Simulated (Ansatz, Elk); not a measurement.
# Bonding as seen by X-rays: B2MoRu2N2

The structure of B2MoRu2N2 used here is made up (a known structure type with other elements) and was relaxed beforehand with PBEsol. The aim is the Fourier transform of its all-electron density, F(hkl), set beside the sum over free spherical atoms that refinements use.

Method: DFT, PBE, all-electron APW+lo, Dirac cores, scalar-relativistic bands, static density, no spin, in Elk 11.2.3 (patched build).

The structure was built from a prototype and need not be the compound's stable phase.

## 1. The structure

It takes space group Immm (No. 71, orthorhombic). Conventional cell: a = 2.580 Å, b = 3.686 Å, c = 14.059 Å, α = 90.00°, β = 90.00°, γ = 90.00°. Nearest to Ru lie 5 B at 2.18 to 2.38 Å and 2 N at 2.41 Å. Nearest to Mo lie 8 N at 2.58 Å and 2 Mo at 2.58 Å and 4 B at 2.75 Å. Nearest to N lie 2 B at 1.51 Å and 2 Ru at 2.41 Å and 4 Mo at 2.58 Å. Nearest to B lie 2 N at 1.51 Å and 5 Ru at 2.18 to 2.38 Å and 2 B at 2.58 Å and 2 Mo at 2.75 Å. Farther neighbours and most contacts between anions are not listed.

Structure file:

```cif
data_structure
_symmetry_space_group_name_H-M 'P 1'
_symmetry_Int_Tables_number 1
_cell_length_a 7.3805
_cell_length_b 7.3805
_cell_length_c 7.3805
_cell_angle_alpha 159.869
_cell_angle_beta 151.079
_cell_angle_gamma 35.492
_cell_volume 66.84
loop_
_atom_site_label
_atom_site_type_symbol
_atom_site_fract_x
_atom_site_fract_y
_atom_site_fract_z
_atom_site_occupancy
Ru1 Ru 0.80019 0.80019 0.00000 1
Ru2 Ru 0.19981 0.19981 0.00000 1
Mo3 Mo 0.00000 0.50000 0.50000 1
N4 N 0.58926 0.08926 0.50000 1
N5 N 0.41074 0.91074 0.50000 1
B6 B 0.64518 0.64518 0.00000 1
B7 B 0.35482 0.35482 0.00000 1
```

## 2. Ground state and structure factors

An all-electron density is needed, since X-rays see the cores too. Task 0 finds the density and task 195 Fourier-transforms it; tshift is off so that phases refer to the origin typed.

File elk.in:

```
tasks
  0
  195

xctype
  20

spinpol
  .false.

rgkmax
  7.0

gmaxvr
  14.0

lmaxo
  7

lmaxapw
  8

swidth
  0.002

tshift
  .false.

ramdisk
  .false.

hmaxvr
  5.5

maxscl
  120

epspot
  1e-06

sppath
  './'

avec
  -2.43753811194 3.48279342302 13.28339392390
  2.43753811194 -3.48279342302 13.28339392390
  2.43753811194 3.48279342302 -13.28339392390

atoms
  4
  'Ru.in'
  2
  0.8001852275 0.8001852275 0.0000000000   0.000000 0.000000 0.000000
  0.1998147725 0.1998147725 0.0000000000   0.000000 0.000000 0.000000
  'Mo.in'
  1
  -0.0000000000 0.5000000000 0.5000000000   0.000000 0.000000 0.000000
  'N.in'
  2
  0.5892627471 0.0892627471 0.5000000000   0.000000 0.000000 0.000000
  0.4107372529 0.9107372529 0.5000000000   0.000000 0.000000 0.000000
  'B.in'
  2
  0.6451826125 0.6451826125 -0.0000000000   0.000000 0.000000 0.000000
  0.3548173875 0.3548173875 -0.0000000000   0.000000 0.000000 0.000000

ngridk
  10 10 10
```

Command:

```bash
$ OMP_NUM_THREADS=4 elk
```

Numbers of over 12 decimals in the logs are rounded to 6 here.

Output:

```text
┌─────────────────────────┐
│ Elk code version 11.2.3 │
└─────────────────────────┘

All units are atomic (Hartree, Bohr, etc.)

┌─────────────────────────────────────────────────┐
│ Ground-state run starting from atomic densities │
└─────────────────────────────────────────────────┘

Lattice vectors :
  -2.437538112       3.482793423       13.28339392
   2.437538112      -3.482793423       13.28339392
   2.437538112       3.482793423      -13.28339392

Reciprocal lattice vectors :
 -0.1480578743E-16  0.9020324412      0.2365052690
   1.288838373     -0.1412782696E-16  0.2365052690
   1.288838373      0.9020324412      0.5210309348E-17

Unit cell volume      :    451.0743934
Brillouin zone volume :   0.5499097645

Muffin-tin inner radius fraction :   0.1000000000E-01

Nuclei treated as point charges

Species : 1 (Ru)
 parameters loaded from : Ru.in
 name : ruthenium
 nuclear charge    :   -44.00000000
 electronic charge :    44.00000000
 atomic mass :    184239.3393
 muffin-tin radius :    2.412538112
 number of radial points in muffin-tin :   1193
 inner part over the whole radius :   0.9913504394E-02
 number on inner part of muffin-tin    :    847
 approximate nuclear radius :   0.8462081736E-04
 number of mesh points to nuclear radius :    424
 atomic positions (lattice), magnetic fields (Cartesian) :
  1 :  -0.19981477 -0.19981477  0.00000000    0.00000000  0.00000000  0.00000000
  2 :   0.19981477  0.19981477  0.00000000    0.00000000  0.00000000  0.00000000

Species : 2 (Mo)
 parameters loaded from : Mo.in
 name : molybdenum
 nuclear charge    :   -42.00000000
 electronic charge :    42.00000000
 atomic mass :    174887.9214
 muffin-tin radius :    2.412538112
 number of radial points in muffin-tin :   1193
 inner part over the whole radius :   0.9980669461E-02
 number on inner part of muffin-tin    :    847
 approximate nuclear radius :   0.8334154960E-04
 number of mesh points to nuclear radius :    421
 atomic positions (lattice), magnetic fields (Cartesian) :
  1 :   0.00000000  0.50000000  0.50000000    0.00000000  0.00000000  0.00000000

Species : 3 (N)
 parameters loaded from : N.in
 name : nitrogen
 nuclear charge    :   -7.000000000
 electronic charge :    7.000000000
 atomic mass :    25532.65216
 muffin-tin radius :    1.402290500
 number of radial points in muffin-tin :    593
 inner part over the whole radius :   0.9972055311E-02
 number on inner part of muffin-tin    :    404
 approximate nuclear radius :   0.4939692610E-04
 number of mesh points to nuclear radius :    172
 atomic positions (lattice), magnetic fields (Cartesian) :
  1 :  -0.41073725  0.08926275  0.50000000    0.00000000  0.00000000  0.00000000
  2 :   0.41073725 -0.08926275  0.50000000    0.00000000  0.00000000  0.00000000

Species : 4 (B)
 parameters loaded from : B.in
 name : boron
 nuclear charge    :   -5.000000000
 electronic charge :    5.000000000
 atomic mass :    19707.24742
 muffin-tin radius :    1.402290500
 number of radial points in muffin-tin :    593
 inner part over the whole radius :   0.9788491189E-02
 number on inner part of muffin-tin    :    401
 approximate nuclear radius :   0.4534157419E-04
 number of mesh points to nuclear radius :    164
 atomic positions (lattice), magnetic fields (Cartesian) :
  1 :  -0.35481739 -0.35481739  0.00000000    0.00000000  0.00000000  0.00000000
  2 :   0.35481739  0.35481739  0.00000000    0.00000000  0.00000000  0.00000000

Total number of atoms per unit cell :    7
Total muffin-tin volume :    222.6565591
 ratio of muffin-tin to unit cell volume :   0.4936138304

Spin treatment :
 spin-unpolarised

Number of Bravais lattice symmetries :    8
Number of crystal symmetries         :    8
Crystal has inversion symmetry
Real symmetric eigensolver will be used

k-point grid :     10    10    10
k-point offset :    0.000000000       0.000000000       0.000000000
k-point set is reduced with full crystal symmetry group
Total number of k-points :      171

[...]
total energy                :     -13275.046345058

Density of states at Fermi energy :    132.9029273
 (states/Hartree/unit cell)

Estimated indirect band gap :   0.2035689301E-03
 from k-point 3 to k-point 28
Estimated direct band gap   :   0.2873659426E-02
 at k-point 16

Charges :
 core                        :    92.00000000
 valence                     :    62.00000000
 interstitial                :    12.60042583
 muffin-tins (core leakage)
  species : 1 (Ru)
[...]
species : 2 (Mo)
[...]
species : 3 (N)
[...]
species : 4 (B)
[...]
total in muffin-tins        :    141.3995742
 total calculated charge     :    153.9976053
 total charge                :    154.0000000
 error                       :   0.2394669532E-02

RMS change in Kohn-Sham potential (target) :    2.668515008     (  0.1000000000E-05)
Absolute change in total energy (target)   :   0.3032403945E-01 (  0.1000000000E-03)

[... loops 3 to 20 left out ...]

┌──────────────────┐
│ Loop number : 21 │
└──────────────────┘

Energies :
 Fermi                       :     0.498366
 sum of occupied eigenvalues :     -7871.5444476568
 electron kinetic            :      13787.308201972
 core electron kinetic       :      13402.359345838
 Coulomb                     :     -26646.059631135
 Coulomb potential           :     -21119.880019034
 nuclear-nuclear             :     -1624.8673756142
 electron-nuclear            :     -28965.275068062
 Hartree                     :      3944.0828125409
 Madelung                    :     -16086.119621618
 xc potential                :     -538.97263059461
 exchange                    :     -405.88488066780
 correlation                 :     -7.772908
 electron entropic           :    -0.19858685462669E-02
 total energy                :     -13272.411204126

Density of states at Fermi energy :    147.4124009
 (states/Hartree/unit cell)

Estimated indirect band gap :   0.5846565505E-04
 from k-point 107 to k-point 71
Estimated direct band gap   :   0.1891591431E-02
 at k-point 66

Charges :
 core                        :    92.00000000
 valence                     :    62.00000000
 interstitial                :    11.87983535
 muffin-tins (core leakage)
  species : 1 (Ru)
[...]
species : 2 (Mo)
[...]
species : 3 (N)
[...]
species : 4 (B)
[...]
total in muffin-tins        :    142.1201646
 total calculated charge     :    153.9975535
 total charge                :    154.0000000
 error                       :   0.2446549869E-02

RMS change in Kohn-Sham potential (target) :   0.3985187162E-06 (  0.1000000000E-05)
Absolute change in total energy (target)   :   0.1165064714E-04 (  0.1000000000E-03)

Convergence targets achieved

┌──────────────────┐
│ Loop number : 22 │
└──────────────────┘

Energies :
 Fermi                       :     0.498366
 sum of occupied eigenvalues :     -7871.5444459170
 electron kinetic            :      13787.308201693
 core electron kinetic       :      13402.359347269
 Coulomb                     :     -26646.059629127
 Coulomb potential           :     -21119.880026309
 nuclear-nuclear             :     -1624.8673756142
 electron-nuclear            :     -28965.275056699
 Hartree                     :      3944.0828031862
 Madelung                    :     -16086.119615972
 xc potential                :     -538.97262130080
 exchange                    :     -405.88488051046
 correlation                 :     -7.772908
 electron entropic           :    -0.19858684442987E-02
 total energy                :     -13272.411202236

Density of states at Fermi energy :    147.4123917
 (states/Hartree/unit cell)

Estimated indirect band gap :   0.5845885491E-04
 from k-point 107 to k-point 71
Estimated direct band gap   :   0.1891592447E-02
 at k-point 66

Charges :
 core                        :    92.00000000
 valence                     :    62.00000000
 interstitial                :    11.87983545
 muffin-tins (core leakage)
  species : 1 (Ru)
[...]
species : 2 (Mo)
[...]
species : 3 (N)
[...]
atom 2                    :    5.325606414     (  0.1186400368E-04)
  species : 4 (B)
   atom 1                    :    3.144191318     (  0.1053956821E-02)
   atom 2                    :    3.144191318     (  0.1053956821E-02)
 total in muffin-tins        :    142.1201645
 total calculated charge     :    153.9975535
 total charge                :    154.0000000
 error                       :   0.2446549869E-02

┌──────────────────────────────┐
│ Self-consistent loop stopped │
└──────────────────────────────┘

Warning : core states of species 4 leak from the muffin-tin :   0.1053956821E-02

Wrote STATE.OUT
```

It took 4.6 min on 4 threads of Arm Neoverse V1, shared host; peak memory 0.27 GiB.

SFACRHO.OUT:

```text

h k l indices transformed by vhmat matrix:
   1.000000000       0.000000000       0.000000000    
   0.000000000       1.000000000       0.000000000    
   0.000000000       0.000000000       1.000000000    

      h      k      l  multipl.   |H|            Re(F)            Im(F)           |F|

      0      0      0      1   0.0000000       154.00000     -0.41160138E-15   154.00000    
     -1     -1      1      2  0.47301054      -24.738566     -0.29734595E-13   24.738566    
      0     -1      1      4  0.93252199       46.161421      0.11150473E-13   46.161421    
     -2     -2      2      2  0.94602108       46.453543      0.15258542E-13   46.453543    
      2      1     -1      4   1.1476390      -17.706716      0.34331720E-13   17.706716    
     -1      0      1      4   1.3103584      -6.6242411     -0.11541718E-13   6.6242411    
      3      3     -3      2   1.4190316       48.662804     -0.44210648E-13   48.662804    
      2      1     -2      4   1.4712298      -82.389713      0.38537600E-13   82.389713    
     -2     -3      3      4   1.4872898       107.97125      0.10915726E-12   107.97125    
     -1      1      0      4   1.5731392       31.176281     -0.23146888E-13   31.176281    
     -1     -1      2      8   1.6427130      -87.587456     -0.32082063E-13   87.587456    
     -3     -2      3      4   1.7491349       26.588944      0.47340605E-13   26.588944    
      1     -1      1      2   1.8040649       103.95893      0.17824839E-13   103.95893    
      3      1     -2      8   1.8356805      -9.7681524      0.64555371E-14   9.7681524    
      2      0      0      4   1.8650440      -18.213422      0.10172361E-13   18.213422    
     -3     -4      4      4   1.8853289      -19.147874     -0.89350501E-13   19.147874    
      4      4     -4      2   1.8920422      -19.955403      0.85291338E-13   19.955403    
     -3     -1      1      4   2.0370582       38.404162      0.10172361E-13   38.404162
```

Elk indexes on the primitive cell of elk.in and gives |H| = 4π sin θ/λ in inverse bohr. Below, one row stands for each form hkl of the conventional cell (m members, Friedel mates merged), F is for one primitive cell and the density is static (no thermal factor). Free-atom factors are Waasmaier and Kirfel's, and R is Σm||F|−|F'||/Σm|F|. Elk warned that it couldn't find a linearisation energy, which lowers the accuracy of some states in this run and its variants.

```tsv
hkl	m	sin θ/λ (Å⁻¹)	abs F, DFT	neutral atoms	diff.
002	2	0.071	24.739	24.573	+0.166
011	4	0.140	46.161	46.696	-0.535
004	2	0.142	46.453	46.850	-0.397
013	4	0.173	17.707	18.166	-0.459
101	4	0.197	6.624	7.008	-0.384
006	2	0.213	48.663	49.223	-0.560
103	4	0.221	82.390	83.449	-1.059
015	4	0.224	107.971	108.173	-0.202
110	4	0.237	31.176	31.508	-0.332
112	8	0.247	87.588	87.847	-0.260
105	4	0.263	26.589	27.048	-0.459
020	2	0.271	103.959	103.570	+0.389
114	8	0.276	9.768	9.899	-0.131
022	4	0.281	18.213	18.542	-0.328
017	4	0.283	19.148	19.450	-0.302
008	2	0.284	19.955	20.111	-0.156
024	4	0.306	38.404	38.817	-0.412
107	4	0.316	82.739	82.787	-0.048
116	8	0.319	0.610	0.773	-0.164
121	8	0.335	6.734	6.787	-0.053
026	4	0.345	41.196	41.206	-0.011
019	4	0.348	42.359	42.502	-0.143
```

## 3. The highest occupied states alone

An energy window below the Fermi level keeps the highest occupied states, to see at which angles they scatter; shallow core shells can lie inside it and anion s states outside. No new self-consistency is needed.

elk.in: that of step 2 with these lines changed.

```diff
@@ -1,3 +1,2 @@
 tasks
-  0
   195
@@ -40,2 +39,5 @@
 
+wsfac
+  0.130870 0.798370
+
 sppath
```

Command:

```bash
$ OMP_NUM_THREADS=4 elk
```

Output:

```text
┌─────────────────────────────────┐
│ Elk code version 11.2.3 started │
└─────────────────────────────────┘

Info(readinput): the functional depends on the density's gradient
 muffin-tin radial points multiplied by    2.00000
 (not where nrmtscf is given)

┌────────────────────┐
│ Current task : 195 │
└────────────────────┘
Info(checkmt): changed muffin-tin radius of species 1 (Ru) from   2.6000 to   2.4125
Info(checkmt): changed muffin-tin radius of species 2 (Mo) from   2.6000 to   2.4125
Info(checkmt): changed muffin-tin radius of species 3 (N) from   1.8000 to   1.4023
Info(checkmt): changed muffin-tin radius of species 4 (B) from   1.8000 to   1.4023

Warning(linengy): could not find 1 linearisation energies in s.c. loop 1

Info(sfacrho): density structure factors written to SFACRHO.OUT

 Energy window :   0.1308700000      0.7983700000

┌──────────────────┐
│ Elk code stopped │
└──────────────────┘
```

It took 16 s on 4 threads; peak memory 0.2 GiB.

States within 10 eV below the Fermi level hold 32.79 electrons; any levels below the window count with the cores, and a count that is not whole means the window cuts a band. Their amplitudes can exceed the total, where window and core parts have opposite phase:

```tsv
hkl	sin θ/λ (Å⁻¹)	abs F, window	abs F, all
002	0.071	4.721	24.739
011	0.140	0.088	46.161
004	0.142	0.976	46.453
013	0.173	1.735	17.707
101	0.197	3.001	6.624
006	0.213	0.149	48.663
103	0.221	2.909	82.390
015	0.224	7.630	107.971
110	0.237	0.659	31.176
112	0.247	4.949	87.588
```

## 4. Another functional

The difference from free atoms is small, so it is set against the change that LDA (Perdew-Wang) makes.

elk.in: that of step 3 with these lines changed.

```diff
@@ -1,2 +1,3 @@
 tasks
+  0
   195
@@ -4,3 +5,3 @@
 xctype
-  20
+  3
 
@@ -39,5 +40,2 @@
 
-wsfac
-  0.130870 0.798370
-
 sppath
```

Command:

```bash
$ OMP_NUM_THREADS=4 elk
```

Output:

```text
┌─────────────────────────┐
│ Elk code version 11.2.3 │
└─────────────────────────┘

All units are atomic (Hartree, Bohr, etc.)

┌─────────────────────────────────────────────────┐
│ Ground-state run starting from atomic densities │
└─────────────────────────────────────────────────┘

Lattice vectors :
  -2.437538112       3.482793423       13.28339392
   2.437538112      -3.482793423       13.28339392
   2.437538112       3.482793423      -13.28339392

Reciprocal lattice vectors :
 -0.1480578743E-16  0.9020324412      0.2365052690
[...]
species : 2 (Mo)
[...]
species : 3 (N)
[...]
species : 4 (B)
   atom 1                    :    3.149277315     (  0.1131262665E-02)
   atom 2                    :    3.149277315     (  0.1131262665E-02)
 total in muffin-tins        :    142.1121868
 total calculated charge     :    153.9974199
 total charge                :    154.0000000
 error                       :   0.2580089768E-02

┌──────────────────────────────┐
│ Self-consistent loop stopped │
└──────────────────────────────┘

Warning : core states of species 4 leak from the muffin-tin :   0.1131262665E-02

Wrote STATE.OUT
[key lines of the parts left out:]
total energy                :     -13258.247610220
```

Elapsed: 3 min, on 4 threads; peak memory 0.29 GiB.

Against the first run R = 0.04 %; the largest change is -0.056 at 020.

## 5. Basis size

A smaller basis shows how fast F responds to it; the change is likely larger than the basis error of the first run, but doesn't show convergence.

elk.in: that of step 4 with these lines changed.

```diff
@@ -5,3 +5,3 @@
 xctype
-  3
+  20
 
@@ -11,3 +11,3 @@
 rgkmax
-  7.0
+  5.5
```

Command:

```bash
$ OMP_NUM_THREADS=4 elk
```

Output:

```text
┌─────────────────────────┐
│ Elk code version 11.2.3 │
└─────────────────────────┘

All units are atomic (Hartree, Bohr, etc.)

┌─────────────────────────────────────────────────┐
│ Ground-state run starting from atomic densities │
└─────────────────────────────────────────────────┘

Lattice vectors :
  -2.437538112       3.482793423       13.28339392
   2.437538112      -3.482793423       13.28339392
   2.437538112       3.482793423      -13.28339392

Reciprocal lattice vectors :
 -0.1480578743E-16  0.9020324412      0.2365052690
[...]
species : 2 (Mo)
[...]
species : 3 (N)
[...]
species : 4 (B)
   atom 1                    :    3.124894511     (  0.1050312189E-02)
   atom 2                    :    3.124894511     (  0.1050312189E-02)
 total in muffin-tins        :    141.9066228
 total calculated charge     :    153.9972266
 total charge                :    154.0000000
 error                       :   0.2773431788E-02

┌──────────────────────────────┐
│ Self-consistent loop stopped │
└──────────────────────────────┘

Warning : core states of species 4 leak from the muffin-tin :   0.1050312189E-02

Wrote STATE.OUT
[key lines of the parts left out:]
total energy                :     -13272.264927966
```

The job ended after 3 min (4 threads; peak memory 0.31 GiB).

Against the first run R = 0.08 %; the largest change is -0.102 at 107.

## 6. Settings against the effect

```tsv
run	R against the first run (%)	R against neutral atoms, low angle (%)	wall time
PBE, rgkmax 7	0.00	0.84	4.6 min
LDA (Perdew-Wang)	0.04	0.84	3 min
rgkmax 5.5	0.08	0.82	3 min
```

## 7. Summary of results

```
R against neutral atoms, sin θ/λ < 0.3 Å⁻¹ : 0.84 %
R against neutral atoms, 0.3 to 0.72 Å⁻¹   : 0.34 %
```

**Reading.** Independent neutral atoms miss the calculated amplitudes by R = 0.84 % below 0.3 Å⁻¹ and 0.34 % from there to 0.72 Å⁻¹; by shells, 1.00 % below 0.15 Å⁻¹ (3 forms), 0.82 % 0.15 to 0.3 (13 forms), 0.47 % 0.3 to 0.45 (28 forms), 0.29 % above 0.45 (105 forms). Bonding, aspherical density and the tables' own atoms all enter these figures, and the runs don't part them. The largest change of an amplitude is -1.06 electrons, at 103. Weak lines can change much in proportion: 116 goes from 0.77 to 0.61. The window's part falls from 32.8 electrons at the origin to at most 0.45 between 0.45 and 0.72 Å⁻¹. Below 0.3 Å⁻¹ the changes that finished (LDA (Perdew-Wang) and rgkmax 5.5) move F by R = 0.08 % at most, against the 0.84 % that separates it from free atoms. The k-mesh has no finished test. These runs have no spin, though d or f shells may be open. Part of the difference isn't bonding: the tables are fits to free atoms and ions calculated by other methods than this functional. Thermal motion, anomalous dispersion and extinction are left out.

[Logs are printed without paths, hosts, clocks, repeated set-up lines and the standing remarks that a program may print on its own settings, such as how far it seeks lower states.]

[Hosts, paths, dates, database ids (printed as entryN), source tags and the programs' standing remarks are cut or masked in the printed files.]
